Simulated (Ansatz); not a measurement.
# Heat carried by phonons in BN (F-43m), part 2 of 2

Aim: the lattice thermal conductivity of BN against temperature, and which phonons carry it. The starting cell is a computed one from a database.

Experimental results on record:
- thermal conductivity 760 W/m/K near room temperature (given in “Combining the AFLOW GIBBS and Elastic Libraries to efficiently and robustly screen thermo-mechanical properties of solids”, 2017, arXiv:1611.05714)

Ansatz 0.2.0; DFT LDA, scalar-relativistic, plane waves, PAW; PAW set soft_1.

So far, κ at 300 K (relaxation time) (W/m/K): step 7 (third-order constants on small settings) 905. Also highest frequency (cm⁻¹): step 7 1296. The relaxed cell has a = 3.580 Å (conventional setting).

## Step 8: Anharmonic force constants and conductivity, third order supercell 4×4×4, atoms in the supercell 128

Pairs of atoms inside the cutoff are displaced in a supercell, the forces give the cubic constants, and these give the three-phonon rates of the Boltzmann equation.

Contents of input.yaml:

```yaml
crystal:
  lattice:
    - [0.0, 1.7899255272, 1.7899255272]
    - [1.7899255272, 0.0, 1.7899255272]
    - [1.7899255272, 1.7899255272, 0.0]
  atoms:
    - { symbol: B, position: [0.0, 0.0, 0.0] }
    - { symbol: "N", position: [0.75, 0.75, 0.75] }
kpoints:
  mp_grid: { grid: [12, 12, 12] }
hamiltonian:
  xc: lda
  pseudopotentials: { kind: paw, azcp: { folder: soft_1 }, xc_functional: pbe }
scf:
  occupations: { method: fixed }
  lower_state_search: "off"
output:
  eigenvalues: true
phonons:
  method: fd
  dielectric: true
  supercell: [4, 4, 4]
  temperatures: { t_max: 1000, t_step: 50 }
  qpath:
    path:
      - [[0.0, 0.0, 0.0], [0.5, 0.0, 0.5], [0.5, 0.25, 0.75], [0.375, 0.375, 0.75], [0.0, 0.0, 0.0], [0.5, 0.5, 0.5], [0.625, 0.25, 0.625], [0.5, 0.25, 0.75], [0.5, 0.5, 0.5], [0.375, 0.375, 0.75]]
      - [[0.625, 0.25, 0.625], [0.5, 0.0, 0.5]]
    npoints: 10
  third_order: { supercell: [4, 4, 4], pair_cutoff: 3.118 }
  lattice_thermal_conductivity:
    qmesh: [29, 29, 29]
    temperatures: [100.0, 150.0, 200.0, 300.0, 400.0, 500.0, 600.0, 800.0]
    isotope_mass_variance:
      - { species: B, variance: 0.001354 }
      - { species: "N", variance: 1.838e-05 }
    solution: relaxation_time
```

Command:

```sh
> ansatz run input.yaml --threads 18 --pin off --max-ram 92160MiB --backend cuda --events-out ev --progress --plain --runs-dir out --max-vram 78GiB
```

It took 2.6 min on 1 × NVIDIA GB200 with 18 threads of Arm Neoverse V2, shared host; peak memory 2.5 GiB.

This step gave:

| Property | Result |
| --- | --- |
| zero-point energy | 0.3213 eV/cell |
| κ at 300 K (relaxation time) | 848.8 W/m/K |
| mean free path at half of κ | 349 nm |
| share of κ above the three lowest branches | 0.002 |
| periodic aliases dropped | 0 |
| largest relative sum-rule correction | 0.2527 |

LO-TO term included. Phonon branches along the path, in cm⁻¹:

| point | branch 1 | branch 2 | branch 3 | branch 4 | branch 5 | branch 6 |
| --- | --- | --- | --- | --- | --- | --- |
| Γ | 0 | 0 | 0 | 1067 | 1067 | 1296 |
| halfway | 478 | 478 | 657 | 1016 | 1016 | 1272 |
| X | 705 | 705 | 930 | 930 | 1025 | 1166 |
| halfway | 741 | 754 | 916 | 936 | 1024 | 1109 |
| W | 793 | 816 | 887 | 990 | 994 | 1024 |
| halfway | 717 | 852 | 892 | 957 | 996 | 1069 |
| K | 667 | 873 | 893 | 943 | 987 | 1098 |
| halfway | 424 | 543 | 676 | 1016 | 1046 | 1225 |
| Γ | 0 | 0 | 0 | 1067 | 1067 | 1296 |
| halfway | 355 | 355 | 638 | 1036 | 1036 | 1260 |
| L | 488 | 488 | 986 | 1009 | 1009 | 1148 |
| halfway | 568 | 666 | 966 | 982 | 1019 | 1102 |
| U | 667 | 873 | 893 | 943 | 987 | 1098 |
| halfway | 717 | 852 | 892 | 957 | 996 | 1069 |
| W | 793 | 816 | 887 | 990 | 994 | 1024 |
| halfway | 602 | 698 | 957 | 973 | 1024 | 1088 |
| L | 488 | 488 | 986 | 1009 | 1009 | 1148 |
| halfway | 568 | 666 | 966 | 982 | 1019 | 1102 |
| K | 667 | 873 | 893 | 943 | 987 | 1098 |
| jump to U | 667 | 873 | 893 | 943 | 987 | 1098 |
| halfway | 696 | 758 | 922 | 933 | 1022 | 1138 |
| X | 705 | 705 | 930 | 930 | 1025 | 1166 |

Lattice thermal conductivity, RTA xx against temperature:

| temperature (K) | lattice thermal conductivity, RTA xx (W/m/K) |
| --- | --- |
| 100 | 7441 |
| 150 | 3454 |
| 200 | 1755 |
| 300 | 849 |
| 400 | 615 |
| 500 | 505 |
| 600 | 436 |
| 800 | 348 |

Phonopy on the run's constants, 21x21x21 mesh, Gaussian sigma 9.7 cm⁻¹. The modes by wavenumber; read off at these points; values in 1/cm⁻¹/cell:

| wavenumber (cm⁻¹) | B | N |
| --- | --- | --- |
| 0.0 | 8.2e-6 | 1.0e-5 |
| 50.0 | 4.7e-7 | 4.7e-7 |
| 100.0 | 3.0e-5 | 4.0e-5 |
| 150.0 | 1.3e-4 | 1.7e-4 |
| 200.0 | 1.5e-4 | 1.9e-4 |
| 250.0 | 2.3e-4 | 3.0e-4 |
| 300.0 | 3.9e-4 | 5.0e-4 |
| 350.0 | 6.5e-4 | 8.4e-4 |
| 400.0 | 7.8e-4 | 0.00101 |
| 450.0 | 0.00106 | 0.00136 |
| 500.0 | 0.00227 | 0.00293 |
| 550.0 | 0.00229 | 0.00293 |
| 600.0 | 0.00243 | 0.00307 |
| 650.0 | 0.00267 | 0.00333 |
| 700.0 | 0.00291 | 0.00354 |
| 750.0 | 0.00206 | 0.00261 |
| 800.0 | 0.00180 | 0.00259 |
| 850.0 | 0.00161 | 0.00244 |
| 900.0 | 0.00245 | 0.00589 |
| 950.0 | 0.00625 | 0.00609 |
| 1000.0 | 0.0113 | 0.00925 |
| 1020.6 | 0.0149 | 0.0117 |
| 1050.0 | 0.00573 | 0.00443 |
| 1100.0 | 0.00389 | 0.00218 |
| 1150.0 | 0.00348 | 0.00152 |
| 1200.0 | 0.00254 | 0.00147 |
| 1250.0 | 0.00206 | 0.00137 |
| 1300.0 | 3.8e-4 | 2.8e-4 |

Distinct triplets, nearest first. Third order norms, by row:

| sites | side 1 (Å) | side 2 (Å) | side 3 (Å) | norm of the 27 components (eV/Å³) |
| --- | --- | --- | --- | --- |
| B-B-B | 0 | 0 | 0 | 206.5 |
| N-N-N | 0 | 0 | 0 | 226.4 |
| B-N-N | 0 | 1.55 | 1.55 | 99.99 |
| B-N-B | 0 | 1.55 | 1.55 | 100.8 |
| B-N-N | 1.55 | 1.55 | 2.53 | 2.82 |
| B-N-B | 1.55 | 1.55 | 2.53 | 2.86 |
| B-B-B | 0 | 2.53 | 2.53 | 5.457 |
| B-B-B | 2.53 | 2.53 | 2.53 | 0.312 |
| B-B-B | 2.53 | 2.53 | 2.53 | 1.012 |
| N-N-N | 0 | 2.53 | 2.53 | 9.261 |
| N-N-N | 2.53 | 2.53 | 2.53 | 0.581 |
| N-N-N | 2.53 | 2.53 | 2.53 | 0.591 |
| B-N-N | 1.55 | 2.53 | 2.97 | 0.749 |
| B-N-B | 1.55 | 2.53 | 2.97 | 0.594 |
| B-N-N | 0 | 2.97 | 2.97 | 1.089 |
| B-N-N | 2.53 | 2.97 | 2.97 | 0.159 |
| B-N-N | 2.53 | 2.97 | 2.97 | 0.14 |
| B-N-B | 2.53 | 2.97 | 2.97 | 0.065 |
| B-N-B | 2.53 | 2.97 | 2.97 | 0.107 |
| B-N-B | 0 | 2.97 | 2.97 | 1.047 |

Born charge (rows field, columns displacement) (e), principal values of the symmetric part by kind of site:

| atom | atoms with these values | low | middle | high | mean |
| --- | --- | --- | --- | --- | --- |
| B1 | 1 | 1.88 | 1.88 | 1.88 | 1.88 |
| N2 | 1 | -1.88 | -1.88 | -1.88 | -1.88 |

In full for B1:

```
1.88 0.00 0.00
0.00 1.88 0.00
0.00 0.00 1.88
```

RTA, 300 K. Kappa by branch, by row:

| branch (by rank) | mean frequency (THz) | mean rms speed (km/s) | median lifetime (ps) | share of kappa |
| --- | --- | --- | --- | --- |
| 1 | 16.69 | 6.05 | 14.8 | 0.468 |
| 2 | 19 | 7.97 | 11.1 | 0.306 |
| 3 | 24.69 | 6.66 | 7.31 | 0.224 |
| 4 | 29.55 | 1.57 | 1.37 | 0 |
| 5 | 30.56 | 1.66 | 0.949 | 0 |
| 6 | 34.9 | 3.55 | 1.75 | 0.001 |

The spectral kappa at 300 K, relaxation time (W/m/K/THz) by frequency; read off at these points:

frequency (THz), spectral kappa at 300 K, relaxation time (W/m/K/THz) and a bar:
```
      0.5        0.0 
      2.5       71.2 ##############################
      4.5       39.6 #################
      5.5       41.5 #################
      7.5       43.6 ##################
      9.5       48.3 ####################
     11.5       47.6 ####################
     13.5       48.8 #####################
     14.5       38.0 ################
     16.5       33.5 ##############
     18.5       26.6 ###########
     20.5       18.6 ########
     22.5       13.7 ######
     24.5        7.7 ###
     25.5        5.8 ##
     27.5        2.8 #
     29.5        0.3 
     31.5        0.1 
     33.5        0.3 
     34.5        0.3 
     36.5        0.1 
     38.5        0.0
```

Relaxation-time solution. Table of share of κ carried by shorter paths by mean free path:

| mean free path (nm) | 100 K | 300 K | 800 K |
| --- | --- | --- | --- |
| 2.15 | 0 | 0 | 0.002 |
| 3.16 | 0 | 0 | 0.005 |
| 4.64 | 0 | 0.001 | 0.009 |
| 6.81 | 0 | 0.001 | 0.017 |
| 10 | 0 | 0.002 | 0.023 |
| 14.7 | 0 | 0.003 | 0.027 |
| 21.5 | 0 | 0.003 | 0.044 |
| 31.6 | 0 | 0.005 | 0.13 |
| 46.4 | 0 | 0.013 | 0.555 |
| 68.1 | 0 | 0.054 | 0.772 |
| 100 | 0 | 0.172 | 0.847 |
| 147 | 0 | 0.276 | 0.888 |
| 215 | 0.001 | 0.357 | 0.927 |
| 316 | 0.001 | 0.47 | 0.941 |
| 464 | 0.002 | 0.572 | 0.951 |
| 681 | 0.003 | 0.662 | 0.958 |
| 1000 | 0.005 | 0.72 | 0.972 |
| 1470 | 0.009 | 0.784 | 0.972 |
| 2150 | 0.014 | 0.839 | 0.978 |
| 3160 | 0.022 | 0.861 | 0.981 |
| 4640 | 0.036 | 0.906 | 1 |
| 6810 | 0.053 | 0.912 | 1 |
| 10000 | 0.081 | 0.935 | 1 |
| 14700 | 0.108 | 0.935 | 1 |
| 21500 | 0.167 | 1 | 1 |
| 31600 | 0.21 | 1 | 1 |
| 46400 | 0.281 | 1 | 1 |
| 68100 | 0.349 | 1 | 1 |
| 1.0e5 | 0.476 | 1 | 1 |
| 1.5e5 | 0.557 | 1 | 1 |
| 2.2e5 | 0.604 | 1 | 1 |
| 3.2e5 | 0.663 | 1 | 1 |
| 4.6e5 | 0.841 | 1 | 1 |
| 6.8e5 | 1 | 1 | 1 |

300 K; a sample spread over frequency. Mode lifetimes, by row, the first 40 of 90 rows:

| q1 | q2 | q3 | branch | frequency (THz) | rms speed (km/s) | three-phonon rate (1/ps) | isotope rate (1/ps) | lifetime (ps) | mean free path (nm) |
| --- | --- | --- | --- | --- | --- | --- | --- | --- | --- |
| 0 | 0 | 0.0345 | 1 | 1.63 | 10.14 | 0.0014 | 1.04e-6 | 713 | 7240 |
| 0 | 0.069 | 0.1379 | 2 | 6.723 | 10.16 | 0.0264 | 5.78e-4 | 37 | 376 |
| 0 | 0.0345 | 0.2069 | 2 | 9.049 | 8.3 | 0.0199 | 0.00206 | 45.6 | 378 |
| 0.0345 | 0.1034 | -0.1379 | 2 | 10.5 | 10.86 | 0.0368 | 0.00407 | 24.4 | 266 |
| 0.0345 | 0.1034 | 0.2759 | 2 | 11.71 | 9.82 | 0.0308 | 0.00683 | 26.5 | 261 |
| 0 | 0.069 | 0.1724 | 3 | 12.58 | 14.79 | 0.0428 | 0.0095 | 19.1 | 283 |
| 0.0345 | 0.1379 | 0.3103 | 2 | 13.37 | 9.94 | 0.0312 | 0.014 | 22.1 | 220 |
| 0.0345 | 0.2069 | -0.2069 | 1 | 13.96 | 7.15 | 0.0109 | 0.018 | 34.5 | 247 |
| 0.0345 | 0.1034 | -0.3448 | 1 | 14.53 | 4.27 | 0.0112 | 0.0251 | 27.5 | 117 |
| 0 | 0.0345 | -0.4828 | 2 | 14.86 | 2.96 | 0.00977 | 0.0306 | 24.8 | 73.4 |
| 0 | 0.1379 | 0.4138 | 1 | 15.29 | 5.32 | 0.0257 | 0.0347 | 16.6 | 88.1 |
| 0.1034 | 0.2069 | 0.4483 | 1 | 15.65 | 6.98 | 0.0206 | 0.0366 | 17.5 | 122 |
| 0.069 | 0.2759 | -0.2069 | 1 | 16.1 | 6.9 | 0.0162 | 0.0392 | 18.1 | 125 |
| 0.0345 | 0.1724 | -0.4483 | 1 | 16.47 | 4.57 | 0.0149 | 0.0416 | 17.7 | 80.8 |
| 0 | 0.1379 | -0.3103 | 2 | 16.93 | 9.72 | 0.0353 | 0.0467 | 12.2 | 119 |
| 0.1379 | 0.2759 | 0.4828 | 1 | 17.24 | 7.5 | 0.0238 | 0.0491 | 13.7 | 103 |
| 0.0345 | 0.2069 | -0.2069 | 2 | 17.69 | 9.92 | 0.0431 | 0.054 | 10.3 | 102 |
| 0.1379 | 0.3103 | 0.4828 | 1 | 18.02 | 7.56 | 0.0265 | 0.057 | 12 | 90.4 |
| 0.0345 | 0.3448 | 0.3793 | 2 | 18.42 | 6.28 | 0.0311 | 0.0635 | 10.6 | 66.4 |
| 0.069 | 0.3103 | 0.4828 | 1 | 18.77 | 6.17 | 0.0248 | 0.0659 | 11 | 68.1 |
| 0.1034 | 0.2759 | -0.1724 | 2 | 19.17 | 8.92 | 0.0405 | 0.0692 | 9.12 | 81.3 |
| 0.0345 | 0.3448 | -0.3448 | 1 | 19.42 | 3.71 | 0.0109 | 0.0685 | 12.6 | 46.7 |
| 0.1034 | 0.2069 | 0.3448 | 3 | 19.83 | 9.79 | 0.0599 | 0.0686 | 7.78 | 76.2 |
| 0.0345 | 0.1034 | 0.3103 | 3 | 20.16 | 12.03 | 0.0569 | 0.0724 | 7.73 | 93.1 |
| 0.069 | 0.3793 | -0.4483 | 1 | 20.47 | 4.8 | 0.0162 | 0.0869 | 9.7 | 46.5 |
| 0.1034 | 0.4138 | -0.4828 | 1 | 20.77 | 4.69 | 0.0205 | 0.0975 | 8.48 | 39.7 |
| 0 | 0.4828 | 0.4828 | 2 | 21.09 | 0.8 | 0.00792 | 0.0965 | 9.58 | 7.63 |
| 0.1034 | 0.4483 | -0.3448 | 1 | 21.43 | 5.22 | 0.0138 | 0.0828 | 10.3 | 54 |
| 0.1034 | 0.2759 | -0.3103 | 2 | 21.83 | 8.85 | 0.0331 | 0.0721 | 9.51 | 84.1 |
| 0.069 | 0.1724 | 0.3793 | 3 | 22.21 | 10.01 | 0.064 | 0.0642 | 7.8 | 78.1 |
| 0.0345 | 0.2759 | -0.4483 | 2 | 22.66 | 8.55 | 0.0327 | 0.0697 | 9.76 | 83.5 |
| 0.1034 | 0.3103 | -0.3793 | 2 | 23.18 | 7.89 | 0.032 | 0.0653 | 10.3 | 81.1 |
| 0.0345 | 0.2414 | -0.2414 | 3 | 23.62 | 7.08 | 0.084 | 0.0605 | 6.92 | 49 |
| 0.0345 | 0.3103 | -0.4138 | 2 | 24.17 | 7.69 | 0.031 | 0.0719 | 9.72 | 74.7 |
| 0 | 0.2069 | 0.4138 | 3 | 24.59 | 7.34 | 0.0752 | 0.0651 | 7.13 | 52.3 |
| 0.1034 | 0.3103 | 0.4828 | 3 | 25.08 | 5.85 | 0.0754 | 0.0589 | 7.44 | 43.5 |
| 0 | 0.2414 | -0.3103 | 3 | 25.64 | 7.81 | 0.0859 | 0.0584 | 6.93 | 54.1 |
| 0.069 | 0.2069 | 0.4828 | 3 | 26.17 | 7.74 | 0.0793 | 0.0516 | 7.64 | 59.1 |
| 0 | 0.3103 | 0.4828 | 3 | 26.64 | 3.98 | 0.0564 | 0.0661 | 8.17 | 32.5 |
| 0.0345 | 0.1379 | -0.3448 | 3 | 26.88 | 8.28 | 0.0876 | 0.098 | 5.39 | 44.6 |

Without the LO-TO term. Gamma linewidths, by row:

| branch | frequency (cm⁻¹) | three-phonon rate (1/ps) | isotope rate (1/ps) | FWHM (cm⁻¹) |
| --- | --- | --- | --- | --- |
| 4 | 1067 | 0.195 | 0.0945 | 1.54 |
| 5 | 1067 | 0.195 | 0.0945 | 1.54 |
| 6 | 1067 | 0.195 | 0.0945 | 1.54 |

W/m/K, third of the trace; RTA populations with a boundary rate v/L added to each mode (Matthiessen's rule). Kappa by grain size, by row:

| T (K) | bulk | 10 nm | 30 nm | 100 nm | 300 nm | 1000 nm | 10000 nm | 100000 nm |
| --- | --- | --- | --- | --- | --- | --- | --- | --- |
| 100 | 7441 | 3.453 | 10.08 | 31.33 | 83.63 | 228.6 | 1171 | 3597 |
| 300 | 848.7 | 38.34 | 96.63 | 220.9 | 377.9 | 549.8 | 760.4 | 834 |
| 600 | 436.3 | 60.48 | 133.2 | 243.2 | 329.8 | 386.5 | 426.9 | 435.2 |

W/m/K, third of the trace; RTA populations with the isotope rates scaled. Kappa by mass disorder, by row:

| T (K) | no isotopes | as typed | variance x 3 | variance x 10 | variance x 30 |
| --- | --- | --- | --- | --- | --- |
| 100 | 20170 | 7441 | 4392 | 2188 | 1026 |
| 300 | 1461 | 848.7 | 609.3 | 395.9 | 248.2 |
| 600 | 643.8 | 436.3 | 310.1 | 192.9 | 119.9 |

At 300 K the relaxation-time value is 849 W/(m K).

## Step 9: Levels and costs side by side

Ladder, by row:

| cells or q mesh | k mesh | pair cutoff | atoms in the supercell | q-mesh of the transport sums | κ at 300 K (relaxation time) (W/m/K) | κ at 300 K (full solution) (W/m/K) | core-minutes |
| --- | --- | --- | --- | --- | --- | --- | --- |
| 3x3x3 | 12x12x12 | 3.118 | 54 | 17×17×17 | 905 | 995.6 | 40.9 |
| 4x4x4 | 12x12x12 | 3.118 | 128 | 29×29×29 | 848.8 | - | 27.7 |

## Step 10: What came out

```json
{"highest frequency": "1296 cm⁻¹", "Debye temperature from the second moment": "1665 K", "κ at 300 K (relaxation time)": "848.8 W/m/K", "mean free path at half of κ": "349 nm", "share of κ above the three lowest branches": "0.002"}
```

The lattice of BN conducts 849 W/(m K) at 300 K by LDA (mean over directions, relaxation-time solution). Above 300 K the relaxation-time κ falls as T^-0.90, near the 1/T law of three-phonon scattering. Grains of 100 nm would keep 26 % of the bulk value at 300 K, and grains of 1 µm 65 %. Removing the natural isotope disorder raises κ at 300 K by 72 %. The first rung (54 atoms, cutoff 3.12 Å) gave 905 W/(m K) by relaxation time for 1.5 times the cost of the last; the two share the cutoff and differ in supercell or meshes, so the cutoff itself is not tested. A measured thermal conductivity near room temperature is 760 W/m/K (arXiv:1611.05714); the calculated 849 W/m/K differs by +12 %. Four-phonon, defect and boundary scattering, which are left out, would lower the calculated value; thermal expansion is left out too. The last run computed the relaxation-time solution alone; it counts normal processes as resistive, so the full solution usually lies higher: on an earlier rung it gave 996 against 905 W/(m K). The sum rules changed one orbit of cubic constants by up to 25 %; by the manual a large change points to a short cutoff or, on a small and distant orbit, to noisy forces. The conductivities include the coherence part between close branches; the shares for grains, isotopes, branches and paths are of the relaxation-time populations alone. Cubic couplings among atoms farther apart than the pair cutoff are dropped, and neither the cutoff nor the q-mesh was shown to be converged here. The interpolation has no quadrupole term, so branches near the zone centre are less sure, since this crystal has sites that are not centres of inversion. The PAW files were made for PBE and are used here under another functional, for which the program regenerates the frozen cores.

[Logs are printed without paths, hosts, clocks, repeated set-up lines and the standing remarks that a program may print on its own settings, such as how far it seeks lower states.]

[Hosts, paths, dates, database ids (printed as entryN), source tags and the programs' standing remarks are cut or masked in the printed files.]

[A step with changed settings may run another functional than the one named; its input shows which.]
